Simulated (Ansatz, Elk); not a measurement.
**Bonding as seen by X-rays: YSc3**

Structure refinements treat a crystal as free atoms side by side. For a made-up structure of YSc3 (cell and positions from a PBEsol relaxation) the runs below show what the calculated density changes in F(hkl).

Program: Elk 11.2.3 (patched build). Level of theory: DFT, PBE, all-electron APW+lo, Dirac cores, scalar-relativistic bands, static density, no spin. Results are calculated unless marked as measured.

This account leaves out most program logs.

The structure was built from a prototype and need not be the compound's stable phase.

## 1. The starting structure

The structure is cubic, space group Pm-3m (No. 221). Conventional cell: a = 4.663 Å, b = 4.663 Å, c = 4.663 Å, α = 90.00°, β = 90.00°, γ = 90.00°. Nearest to Y lie 12 Sc at 3.30 Å. Nearest to Sc lie 4 Y at 3.30 Å and 8 Sc at 3.30 Å. Farther neighbours are not listed.

## 2. Ground state and structure factors

An all-electron density is needed, since X-rays see the cores too. Task 0 finds the density and task 195 Fourier-transforms it; tshift is off so that phases refer to the origin typed.

Contents of elk.in:

```
tasks
  0
  195

xctype
  20

spinpol
  .false.

rgkmax
  7.0

gmaxvr
  14.0

lmaxo
  7

lmaxapw
  8

swidth
  0.002

tshift
  .false.

ramdisk
  .false.

hmaxvr
  5.5

maxscl
  120

epspot
  1e-06

sppath
  './'

avec
  8.81121603228 -0.00000000000 0.00000000000
  -0.00000000000 8.81121603228 0.00000000000
  -0.00000000000 0.00000000000 8.81121603228

atoms
  2
  'Y.in'
  1
  0.0000000000 -0.0000000000 -0.0000000000   0.000000 0.000000 0.000000
  'Sc.in'
  3
  0.5000000000 0.0000000000 0.5000000000   0.000000 0.000000 0.000000
  0.5000000000 0.5000000000 0.0000000000   0.000000 0.000000 0.000000
  -0.0000000000 0.5000000000 0.5000000000   0.000000 0.000000 0.000000

ngridk
  5 5 5
```

Command:

```sh
$ OMP_NUM_THREADS=4 elk
```

Run time: 15 s. Hardware: 4 threads of Arm Neoverse V2, shared host; peak memory 0.16 GiB.

SFACRHO.OUT:

```text

h k l indices transformed by vhmat matrix:
   1.000000000       0.000000000       0.000000000    
   0.000000000       1.000000000       0.000000000    
   0.000000000       0.000000000       1.000000000    

      h      k      l  multipl.   |H|            Re(F)            Im(F)           |F|

      0      0      0      1   0.0000000       102.00000     -0.21536951E-16   102.00000    
      0     -1      0      6  0.71308946       16.927353      0.11021760E-13   16.927353    
     -1      0      1     12   1.0084608       16.257016     -0.35350996E-14   16.257016    
      1      1      1      8   1.2351072       77.503869      0.29352642E-13   77.503869    
      0      0     -2      6   1.4261789       73.903706     -0.18647331E-13   73.903706    
     -1      0     -2     24   1.5945165       14.969264      0.15065220E-13   14.969264    
     -1      1     -2     24   1.7467053       14.613351      0.19992416E-13   14.613351    
      2      2      0     12   2.0169216       63.511289      0.31973901E-13   63.511289    
      2     -2      1     24   2.1392684       13.771440     -0.18095442E-13   13.771440    
      0      0      3      6   2.1392684       13.755746      0.83645351E-14   13.755746    
     -3      1      0     24   2.2549869       13.552943     -0.50608811E-14   13.552943    
     -1     -1     -3     24   2.3650502       57.913634     -0.35945929E-13   57.913634    
      2     -2     -2      8   2.4702144       56.409331     -0.13843953E-13   56.409331    
     -2     -3      0     24   2.5710806       12.982714     -0.17083915E-13   12.982714    
     -2      1      3     48   2.6681365       12.819053      0.13216891E-13   12.819053    
      4      0      0      6   2.8523579       51.393883      0.25008374E-13   51.393883    
      3      2     -2     24   2.9401432       12.345214     -0.15330103E-14   12.345214    
     -4      0     -1     24   2.9401432       12.353526      0.17787647E-14   12.353526
```

Elk indexes on the primitive cell of elk.in and gives |H| = 4π sin θ/λ in inverse bohr. Below, one row stands for each form hkl of the conventional cell (m members, Friedel mates merged), F is for one primitive cell and the density is static (no thermal factor). Free-atom factors are Waasmaier and Kirfel's, and R is Σm||F|−|F'||/Σm|F|.

```
hkl   m  sin θ/λ (Å⁻¹)  abs F, DFT  neutral atoms   diff.
100   6          0.107      16.927         16.896  +0.032
110  12          0.152      16.257         16.214  +0.043
111   8          0.186      77.504         77.926  -0.422
200   6          0.214      73.904         74.173  -0.269
210  24          0.240      14.969         14.926  +0.044
211  24          0.263      14.613         14.591  +0.023
220  12          0.303      63.511         63.388  +0.124
221  24          0.322      13.771         13.771  -0.000
300   6          0.322      13.756         13.771  -0.016
310  24          0.339      13.553         13.549  +0.004
311  24          0.356      57.914         57.836  +0.078
222   8          0.371      56.409         56.307  +0.102
320  24          0.387      12.983         12.981  +0.002
321  48          0.401      12.819         12.816  +0.003
400   6          0.429      51.394         51.356  +0.038
322  24          0.442      12.345         12.366  -0.021
410  24          0.442      12.354         12.366  -0.012
411  24          0.455      12.186         12.226  -0.040
330  12          0.455      12.187         12.226  -0.038
331  24          0.467      48.632         48.551  +0.080
420  24          0.480      47.790         47.744  +0.046
421  48          0.491      11.784         11.824  -0.040
```

## 3. The highest occupied states alone

An energy window below the Fermi level keeps the highest occupied states, to see at which angles they scatter; shallow core shells can lie inside it and anion s states outside. No new self-consistency is needed.

elk.in, as its differences from that of step 2:

```diff
@@ -1,3 +1,2 @@
 tasks
-  0
   195
@@ -40,2 +39,5 @@
 
+wsfac
+  -0.213910 0.527080
+
 sppath
```

Command:

```sh
$ OMP_NUM_THREADS=4 elk
```

Elapsed: 7.9 s, on 4 threads; peak memory 0.16 GiB.

States within 12 eV below the Fermi level hold 12.00 electrons; any levels below the window count with the cores. Their amplitudes can exceed the total, where window and core parts have opposite phase:

```
hkl  sin θ/λ (Å⁻¹)  abs F, window  abs F, all
100          0.107          0.267      16.927
110          0.152          0.270      16.257
111          0.186          0.932      77.504
200          0.214          0.769      73.904
210          0.240          0.125      14.969
211          0.263          0.131      14.613
220          0.303          0.728      63.511
221          0.322          0.130      13.771
300          0.322          0.147      13.756
310          0.339          0.116      13.553
```

## 4. Another functional

The difference from free atoms is small, so it is set against the change that PBEsol makes.

elk.in, as its differences from that of step 3:

```diff
@@ -1,2 +1,3 @@
 tasks
+  0
   195
@@ -4,3 +5,3 @@
 xctype
-  20
+  22
 
@@ -39,5 +40,2 @@
 
-wsfac
-  -0.213910 0.527080
-
 sppath
```

Command:

```sh
$ OMP_NUM_THREADS=4 elk
```

It took 15 s on 4 threads; peak memory 0.16 GiB; 29 s of CPU time.

Against the first run R = 0.03 %; the largest change is -0.030 at 220.

## 5. Basis size

The basis and the expansions that go with it are enlarged, to see whether the differences are converged.

elk.in, as its differences from that of step 4:

```diff
@@ -5,3 +5,3 @@
 xctype
-  22
+  20
 
@@ -11,12 +11,12 @@
 rgkmax
-  7.0
+  8.5
 
 gmaxvr
-  14.0
+  18.0
 
 lmaxo
-  7
+  9
 
 lmaxapw
-  8
+  10
```

Command:

```sh
$ OMP_NUM_THREADS=4 elk
```

Elapsed: 35 s, on 4 threads; peak memory 0.34 GiB; 66 s of CPU time.

Against the first run R = 0.01 %; the largest change is -0.018 at 400.

## 6. Basis size

A smaller basis shows how fast F responds to it; the change is likely larger than the basis error of the first run, but doesn't show convergence.

elk.in, as its differences from that of step 5:

```diff
@@ -11,12 +11,12 @@
 rgkmax
-  8.5
+  5.5
 
 gmaxvr
-  18.0
+  14.0
 
 lmaxo
-  9
+  7
 
 lmaxapw
-  10
+  8
```

Command:

```sh
$ OMP_NUM_THREADS=4 elk
```

Wall time 14 s (4 threads); peak memory 0.16 GiB; 25 s of CPU time.

Against the first run R = 0.02 %; the largest change is -0.094 at 111.

## 7. Settings against the effect

```
                              run  R against the first run (%)  R against neutral atoms, low angle (%)  wall time
                    PBE, rgkmax 7                         0.00                                    0.35       15 s
                           PBEsol                         0.03                                    0.37       15 s
rgkmax 8.5 with larger expansions                         0.01                                    0.34       35 s
                       rgkmax 5.5                         0.02                                    0.43       14 s
```

## 8. Results

| Property | Result |
| --- | --- |
| R against neutral atoms, sin θ/λ < 0.3 Å⁻¹ | 0.35 % |
| R against neutral atoms, 0.3 to 0.82 Å⁻¹ | 0.17 % |

In words: Independent neutral atoms miss the calculated amplitudes by R = 0.35 % below 0.3 Å⁻¹ and 0.17 % from there to 0.82 Å⁻¹; by shells, 0.19 % below 0.15 Å⁻¹ (1 form), 0.36 % 0.15 to 0.3 (5 forms), 0.11 % 0.3 to 0.45 (11 forms), 0.18 % above 0.45 (57 forms). Bonding, aspherical density and the tables' own atoms all enter these figures, and the runs don't part them. The largest change of an amplitude is -0.42 electrons, at 111. The window's part falls from 12.0 electrons at the origin to at most 0.21 between 0.45 and 0.82 Å⁻¹. Below 0.3 Å⁻¹ the changes that finished (PBEsol, rgkmax 8.5 with larger expansions and rgkmax 5.5) move F by R = 0.08 % at most, against the 0.35 % that separates it from free atoms. The k-mesh has no finished test. Part of the difference isn't bonding: the tables are fits to free atoms and ions calculated by other methods than this functional. Thermal motion, anomalous dispersion and extinction are left out.

[Logs are printed without paths, hosts, clocks, repeated set-up lines and the standing remarks that a program may print on its own settings, such as how far it seeks lower states.]

[Hosts, paths, dates, database ids (printed as entryN), source tags and the programs' standing remarks are cut or masked in the printed files.]
